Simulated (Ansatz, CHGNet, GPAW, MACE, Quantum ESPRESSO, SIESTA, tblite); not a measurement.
# SIESTA runs on twisted graphene monolayer on bilayer, 87.80° (78 atoms)

Wanted: SIESTA inputs and outputs for twisted graphene monolayer on bilayer, 87.80° (78 atoms), checked against a plane-wave reference.

Main program and level: SIESTA 5.4.2; the method is named at each step.

### 1. The structure

The cell holds 78 atoms: 78 C. Cell: a = 8.870 Å, b = 8.870 Å, c = 20.690 Å, α = 90.0°, β = 90.0°, γ = 120.0°. It derives from C (graphene). Graphene (a = 2.46 Å) under graphene (a = 2.46 Å), monolayer on bilayer, commensurate cell of 13 unit cells a layer, twist 87.80 deg; facing planes 3.32, 3.37 Å apart as built; 14 Å of vacuum; minimised with a classical potential. Then every atom was moved at random, 0.03 Å r.m.s. a Cartesian component. Regions: layer 1, 26 atoms (26 C); layer 2, 26 atoms (26 C); layer 3, 26 atoms (26 C). Vacuum lies along c.

The yardstick, on the same geometry:

- method: Kohn-Sham DFT, PBE, SSSP efficiency 1.3.0 pseudopotentials, plane waves (Quantum ESPRESSO 7.5); sssp-pbe-1.3.0-efficiency, cutoffs 45/360 Ry, Γ point
- r.m.s. force component: 1.586 eV/Å
- longest force: 4.875 eV/Å
- time: 2.7 min on 4 MPI ranks of Arm Neoverse V1, shared host
- CPU time: 11 min

### 2. PBE, DZP, shift 0.01 Ry, mesh 300 Ry

Method: Kohn-Sham DFT, PBE, PseudoDojo 0.4.1 norm-conserving pseudopotentials (converted to PSML), numerical atomic orbitals (DZP), diagonalisation.

The .psml files are PseudoDojo norm-conserving potentials that we converted to this format, checked against plane waves on the same files for H, C, O, Si, Ge and Ca alone.

input.fdf

```
SystemLabel cell
NumberOfAtoms 78
NumberOfSpecies 1
%block ChemicalSpeciesLabel
  1 6 C
%endblock ChemicalSpeciesLabel
LatticeConstant 1.0 Ang
%block LatticeVectors
  8.86970 0.00000 0.00000
  -4.43485 7.68139 0.00000
  0.00000 0.00000 20.69000
%endblock LatticeVectors
PAO.BasisSize DZP
PAO.EnergyShift 0.01 Ry
XC.Functional GGA
XC.Authors PBE
MeshCutoff 300 Ry
%block kgrid_Monkhorst_Pack
  1 0 0 0.0
  0 1 0 0.0
  0 0 1 0.0
%endblock kgrid_Monkhorst_Pack
SolutionMethod diagon
OccupationFunction FD
ElectronicTemperature 580 K
SCF.Mixer.Method Pulay
SCF.Mixer.Weight 0.05
SCF.Mixer.History 8
SCF.Mix Hamiltonian
MaxSCFIterations 300
SCF.DM.Tolerance 1e-04
SCF.H.Tolerance 1.0e-3 eV
WriteForces T
Write.HirshfeldPop T
Write.VoronoiPop T
Write.DM F
Write.H F
XML.Write F
AtomicCoordinatesFormat Fractional
%block AtomicCoordinatesAndAtomicSpecies
  0.12194 0.17526 0.33574 1
  0.17271 0.04549 0.33617 1
  0.20261 0.48551 0.33599 1
  0.25636 0.36198 0.33468 1
  0.28393 0.79126 0.33568 1
  0.33810 0.67006 0.33699 1
  0.35770 0.10448 0.33648 1
  0.40646 0.97108 0.33582 1
  0.43213 0.41120 0.33689 1
  0.48856 0.28340 0.33621 1
  0.51137 0.71380 0.33608 1
  0.56664 0.58665 0.33685 1
  0.59143 0.02705 0.33525 1
  0.64788 0.90204 0.33531 1
  0.66418 0.32885 0.33681 1
  0.71933 0.20611 0.33626 1
  0.74001 0.63702 0.33559 1
  0.79739 0.51365 0.33389 1
  0.82131 0.95163 0.33610 1
  0.87112 0.82587 0.33547 1
  0.89971 0.25849 0.33759 1
  0.94390 0.12731 0.33595 1
  0.97564 0.56235 0.33690 1
  0.03086 0.44541 0.33796 1
  0.05330 0.86930 0.33591 1
  0.10005 0.74424 0.33633 1
  0.25498 0.35897 0.50094 1
  0.30485 0.22919 0.50100 1
  0.33021 0.66145 0.49757 1
  0.38156 0.53608 0.49945 1
  0.41018 0.97407 0.49952 1
  0.45938 0.85072 0.50074 1
  0.49065 0.27970 0.50000 1
  0.53843 0.15181 0.49841 1
  0.56182 0.58529 0.49999 1
  0.61879 0.46752 0.49647 1
  0.63697 0.89470 0.49922 1
  0.69341 0.76869 0.50028 1
  0.71669 0.21012 0.50029 1
  0.76950 0.07834 0.49532 1
  0.79107 0.51077 0.50072 1
  0.84693 0.38260 0.49721 1
  0.87417 0.82060 0.50104 1
  0.92553 0.69387 0.49901 1
  0.94634 0.12378 0.50008 1
  0.00677 0.00048 0.50049 1
  0.02368 0.43008 0.49850 1
  0.07771 0.30974 0.49989 1
  0.10075 0.74171 0.50117 1
  0.15061 0.60348 0.49776 1
  0.18104 0.04952 0.50285 1
  0.22678 0.91994 0.49907 1
  0.25584 0.90237 0.66201 1
  0.20729 0.71918 0.66346 1
  0.33110 0.66756 0.66192 1
  0.28294 0.48786 0.66331 1
[... 18 atom lines left out ...]
  0.02239 0.58505 0.66550 1
  0.98072 0.41366 0.66338 1
  0.10246 0.36150 0.66247 1
  0.05061 0.17531 0.66314 1
%endblock AtomicCoordinatesAndAtomicSpecies
```

Run with:

```console
$ OMP_NUM_THREADS=1 mpirun -np 2 siesta < input.fdf > output.txt
```

The log of the run:

```text
Version         : 5.4.2
reinit: System Name:
reinit: System Label: cell
initatom: Reading input for the pseudopotentials and atomic orbitals ----------
Species number:   1 Atomic number:    6 Label: C
Ground state valence configuration (from tables):   2s02  2p02  3d00  4f00
---- Processing specs for species: C
GGA--PBE XC_GGA_X_PBE--XC_GGA_C_PBE pb
C pseudopotential only contains V_ls up to l=1 -- lmxkb reset.
Using PAO.SplitTailNorm
%block ChemicalSpeciesLabel
    1    6 C                       # Species index, atomic number, species label
%endblock ChemicalSpeciesLabel
%block PAO.Basis                 # Define Basis set
C                     2                    # Species label, number of l-shells
 n=2   0   2                         # n, l, Nzeta
   4.484      3.048
   1.000      1.000
 n=2   1   2 P   1                   # n, l, Nzeta, Polarization, NzetaPol
   5.436      3.692
   1.000      1.000
%endblock PAO.Basis
coor:   Atomic-coordinates input format  =     Fractional
siesta: System type = slab
initatomlists: Number of atoms, orbitals, and projectors:     78  1014   624
siesta: ******************** Simulation parameters ****************************
Total number of electrons:   312.000000
Total ionic charge:   312.000000
 Kpoints in:            1 . Kpoints trimmed:            1
siesta: k-grid: Number of k-points = 1
siesta: k-points from Monkhorst-Pack grid
siesta: k-cutoff (effective) =     4.435 Ang
siesta: k-point supercell and displacements
siesta: k-grid:     1     0     0      0.000
siesta: k-grid:     0     1     0      0.000
siesta: k-grid:     0     0     1      0.000
                     ====================================
                        Single-point calculation
                     ====================================
outcell: Unit cell vectors (Ang):
        8.869700    0.000000    0.000000
       -4.434850    7.681390    0.000000
        0.000000    0.000000   20.690000
outcell: Cell vector modules (Ang)   :    8.869700    8.869704   20.690000
outcell: Cell angles (23,13,12) (deg):     90.0000     90.0000    120.0000
outcell: Cell volume (Ang**3)        :   1409.6433
Gamma-point calculation with multiply-connected orbital pairs
Gamma-point calculation with multiply-connected orbital pairs
Folding of H and S implicitly performed
Folding of H and S implicitly performed
new_DM -- step:     1
Initializing Density Matrix...
Attempting to read DM from file... Failed...
DM filled with atomic data:
InitMesh: MESH = 90 x 90 x 216 = 1749600
InitMesh: Mesh cutoff (required, used) =   300.000   301.223 Ry
stepf: Fermi-Dirac step function
        iscf     Eharris(eV)        E_KS(eV)     FreeEng(eV)     dDmax    Ef(eV) dHmax(eV)
   scf:    1   -12690.623508   -12750.756008   -12750.756008  1.866114 -5.861081  4.115080
   scf:    2   -12752.218925   -12751.493591   -12751.493591  0.006843 -5.731315  3.708023
   scf:    3   -12758.303539   -12755.709185   -12755.709185  0.090322 -4.209411  1.063672
   scf:    4   -12756.130052   -12755.993488   -12755.993488  0.007332 -4.223404  0.323947
   scf:    5   -12756.061959   -12756.029554   -12756.029554  0.004986 -4.144233  0.195830
   scf:    6   -12756.066006   -12756.052944   -12756.052944  0.003227 -4.131759  0.037735
   scf:    7   -12756.057162   -12756.055459   -12756.055459  0.002077 -4.116386  0.049573
   scf:    8   -12756.055485   -12756.055478   -12756.055478  0.000320 -4.122094  0.039905
   scf:    9   -12756.055421   -12756.055514   -12756.055514  0.000948 -4.129939  0.036200
   scf:   10   -12756.055832   -12756.055732   -12756.055732  0.001182 -4.153685  0.006867
   scf:   11   -12756.055776   -12756.055757   -12756.055757  0.000215 -4.150466  0.002396
   scf:   12   -12756.055762   -12756.055760   -12756.055760  0.000021 -4.151167  0.000963
SCF Convergence by DM+H criterion
max |DM_out - DM_in|         :     0.0000210683
max |H_out - H_in|      (eV) :     0.0009631542
SCF cycle converged after 12 iterations
Using DM_out to compute the final energy and forces
siesta: E_KS(eV) =           -12756.0558
siesta: E_KS - E_eggbox =    -12756.0558
siesta: Atomic forces (eV/Ang):
     1    1.065199    1.487289   -0.129767
     2    1.552060    2.987596   -0.005145
     3    1.464686    2.839166    0.186829
     4   -0.955287   -3.005539    0.340784
     5   -2.826927    1.707431    0.211128
     6   -0.451164   -3.137472   -0.277887
     7   -0.067359   -1.468407   -0.108347
     8    1.128134    1.591226   -0.061936
     9    2.454867   -0.640819   -0.262575
    10   -1.813985   -0.712954    0.178516
    11    2.295034    2.918569    0.052602
    12   -3.273531    0.154357   -0.071756
[...]
74   -1.206821    4.775710   -0.901476
    75    0.554888    3.446683   -0.738851
    76   -2.586736   -2.565487   -0.421272
    77    3.453079   -1.824484    0.292239
    78   -1.922373    1.604872   -0.327508
----------------------------------------
   Tot   -0.000186    0.007771    0.003321
----------------------------------------
   Max    5.292074
   Res    1.737479    sqrt( Sum f_i^2 / 3N )
----------------------------------------
   Max    5.292074    constrained
Stress tensor Voigt[x,y,z,yz,xz,xy] (kbar):     -109.99      -88.92       -1.80       -0.54       -0.64        7.42
(Free)E + p*V (eV/cell)   -12697.1924
Target enthalpy (eV/cell)   -12756.0558
siesta: Program's energy decomposition (eV):
siesta: Ebs     =     -4192.803494
siesta: Eions   =     22008.614009
siesta: Ena     =      5787.404692
siesta: Ekin    =      8773.655568
siesta: Enl     =      -447.064483
siesta: DEna    =      -326.461952
siesta: DUscf   =        23.064768
siesta: Ex      =     -4159.428296
siesta: Ec      =      -398.612048
siesta: Exc     =     -4558.040344
siesta: Eharris =    -12756.055762
siesta: Etot    =    -12756.055760
siesta: FreeEng =    -12756.055760
siesta: Final energy (eV):
siesta:  Band Struct. =   -4192.803494
siesta:       Kinetic =    8773.655568
siesta:       Hartree =   66055.367956
siesta:         Exch. =   -4159.428296
siesta:         Corr. =    -398.612048
siesta:   Exch.-corr. =   -4558.040344
siesta:  Ion-electron = -140087.569253
siesta:       Ion-ion =   57060.530312
siesta:         Total =  -12756.055760
siesta:         Fermi =      -4.151167
siesta: Stress tensor (static) (eV/Ang**3):
siesta:    -0.068653    0.004632   -0.000400
siesta:     0.004632   -0.055499   -0.000338
siesta:    -0.000400   -0.000338   -0.001121
siesta: Cell volume =       1409.643319 Ang**3
siesta: Pressure (static):
siesta:                Solid            Molecule  Units
siesta:           0.00045480          0.00056359  Ry/Bohr**3
siesta:           0.04175765          0.05174645  eV/Ang**3
siesta:          66.90312706         82.90695417  kBar
    Orbital volume contribution        =          29.616778 eV
    (Free)E + p_basis*V_orbitals       =      -12726.438983 eV
    (Free)Eharris+ p_basis*V_orbitals  =      -12726.438984 eV
siesta: Electric dipole (a.u.)  =    0.000000    0.000000    0.005829
siesta: Electric dipole (Debye) =    0.000000    0.000000    0.014816
Hirshfeld Atomic Populations:
Atom #   charge [q] valence [e]  Species
     1     0.003676    3.996324  C
     2    -0.001604    4.001604  C
     3     0.001557    3.998443  C
     4    -0.001449    4.001449  C
     5    -0.000844    4.000844  C
     6    -0.002434    4.002434  C
     7     0.000956    3.999044  C
     8     0.000122    3.999878  C
     9     0.001378    3.998622  C
    10    -0.000238    4.000238  C
    11     0.001181    3.998819  C
    12    -0.002660    4.002660  C
[...]
--------------------
 Total    -0.000028
Voronoi Atomic Populations:
Atom #   charge [q] valence [e]  Species
[...]
74    -0.008115    4.008115  C
    75    -0.000461    4.000461  C
    76    -0.010379    4.010379  C
    77     0.000605    3.999395  C
    78     0.005412    3.994588  C
--------------------
 Total    -0.000028
```

The job ended after 82 s (2 MPI ranks of Arm Neoverse V1, shared host; peak memory 1.1 GiB; 2.7 min of CPU time).

Banners, paths, timers and routine set-up lines are dropped from the logs unmarked, and long logs keep their key lines alone; longer cuts are marked.

Compared with the plane-wave run:

- r.m.s. force component: 1.737 eV/Å
- r.m.s. difference of force components: 178 meV/Å
- longest difference of force vectors: 578.5 meV/Å
- force difference over r.m.s. force: 11.22 %
- slope of forces against the reference's: 1.094
- correlation of force components: 0.9984

The surroundings of C53, which bears the longest force, nearest first, numbered as they follow in the input and with coordinates relative to it.

```
atom      x      y      z  distance (Å)  bonds  Hirshfeld charge (e)     Fx     Fy  Fz (eV/Å)
 C53   0.00   0.00   0.00          0.00      3                  0.00   3.68  -4.02       0.10
 C60  -1.28   0.36  -0.02          1.33      3                 -0.01  -4.89  -0.28       0.25
 C68   1.00   0.93   0.02          1.37      3                  0.00   3.47   2.09      -0.10
 C54   0.38  -1.41   0.03          1.46      3                  0.00  -2.61  -0.16       0.02
 C59  -1.69   1.69   0.01          2.39      3                  0.00   0.40   2.83      -0.02
 C71  -2.32  -0.60  -0.01          2.40      3                  0.00  -1.79  -1.84      -0.09
 C67   0.69   2.31   0.04          2.41      3                  0.00  -0.34   1.67       0.05
 C55   1.71  -1.80   0.00          2.48      3                  0.00   2.34   1.03       0.82
 C57   2.43   0.60   0.01          2.51      3                  0.00  -3.09  -3.24       0.80
 C75  -0.66  -2.44   0.07          2.53      3                  0.00   0.55   3.45      -0.74
```

Forces lie 11 % from the reference's, at 0.26 times its CPU time (on 2 against 4 cores).

### 3. PBE, SZ, shift 0.01 Ry, mesh 300 Ry

Method: Kohn-Sham DFT, PBE, PseudoDojo 0.4.1 norm-conserving pseudopotentials (converted to PSML), numerical atomic orbitals (SZ), diagonalisation.

Changes to input.fdf since step 2:

```diff
@@ -12,3 +12,3 @@
 %endblock LatticeVectors
-PAO.BasisSize DZP
+PAO.BasisSize SZ
 PAO.EnergyShift 0.01 Ry
```

Run with:

```console
$ OMP_NUM_THREADS=1 siesta < input.fdf > output.txt
```

The log of the run:

```text
Version         : 5.4.2
reinit: System Name:
reinit: System Label: cell
initatom: Reading input for the pseudopotentials and atomic orbitals ----------
Species number:   1 Atomic number:    6 Label: C
Ground state valence configuration (from tables):   2s02  2p02  3d00  4f00
---- Processing specs for species: C
GGA--PBE XC_GGA_X_PBE--XC_GGA_C_PBE pb
C pseudopotential only contains V_ls up to l=1 -- lmxkb reset.
Using PAO.SplitTailNorm
%block ChemicalSpeciesLabel
    1    6 C                       # Species index, atomic number, species label
[... lines left out ...]
stepf: Fermi-Dirac step function
        iscf     Eharris(eV)        E_KS(eV)     FreeEng(eV)     dDmax    Ef(eV) dHmax(eV)
[... lines left out ...]
SCF Convergence by DM+H criterion
[... lines left out ...]
SCF cycle converged after 10 iterations
[... lines left out ...]
   Max    6.292897
[... lines left out ...]
   Max    6.292897    constrained
Stress tensor Voigt[x,y,z,yz,xz,xy] (kbar):     -284.29     -247.99       11.62       -0.48       -0.86       12.35
[... lines left out ...]
siesta: FreeEng =    -12642.753562
[... lines left out ...]
siesta:         Corr. =    -402.010997
siesta:   Exch.-corr. =   -4406.259352
siesta:  Ion-electron = -138501.030662
siesta:       Ion-ion =   57060.530312
siesta:         Total =  -12642.753562
siesta:         Fermi =      -6.143258
siesta: Stress tensor (static) (eV/Ang**3):
siesta:    -0.177442    0.007711   -0.000535
siesta:     0.007711   -0.154785   -0.000301
siesta:    -0.000535   -0.000301    0.007255
siesta: Cell volume =       1409.643319 Ang**3
siesta: Pressure (static):
siesta:                Solid            Molecule  Units
siesta:           0.00117980          0.00133749  Ry/Bohr**3
siesta:           0.10832414          0.12280258  eV/Ang**3
siesta:         173.55441136        196.75142803  kBar
    Orbital volume contribution        =          15.157072 eV
    (Free)E + p_basis*V_orbitals       =      -12627.596489 eV
    (Free)Eharris+ p_basis*V_orbitals  =      -12627.596490 eV
siesta: Electric dipole (a.u.)  =    0.000000    0.000000    0.002618
siesta: Electric dipole (Debye) =    0.000000    0.000000    0.006655
Hirshfeld Atomic Populations:
Atom #   charge [q] valence [e]  Species
     1     0.004354    3.995646  C
     2    -0.001268    4.001268  C
     3     0.001197    3.998803  C
[...]
--------------------
 Total    -0.000014
Voronoi Atomic Populations:
Atom #   charge [q] valence [e]  Species
[...]
77     0.000330    3.999670  C
    78     0.005329    3.994671  C
--------------------
 Total    -0.000014
```

The job ended after 38 s (1 thread; peak memory 0.51 GiB).

Compared with the plane-wave run:

| Property | Result |
| --- | --- |
| r.m.s. force component | 2.09 eV/Å |
| r.m.s. difference of force components | 588.4 meV/Å |
| longest difference of force vectors | 1813 meV/Å |
| force difference over r.m.s. force | 37.1 % |
| slope of forces against the reference's | 1.3 |
| correlation of force components | 0.9861 |

This is a coarse setting, run to see what it loses.

Against the first run (11 %), the force difference from the reference is 37 %, at 0.23 times the CPU time (on 1 against 2 cores), with 312 basis functions against 1014: the smaller basis costs accuracy.

(Continued in part 2 of 2.)

[Also dropped from logs without a mark: logging warnings of Python, and SIESTA's first energy breakdown and zero terms.]

[Logs are printed without paths, hosts, clocks, repeated set-up lines and the standing remarks that a program may print on its own settings, such as how far it seeks lower states.]

[Hosts, paths, dates, database ids (printed as entryN), source tags and the programs' standing remarks are cut or masked in the printed files.]
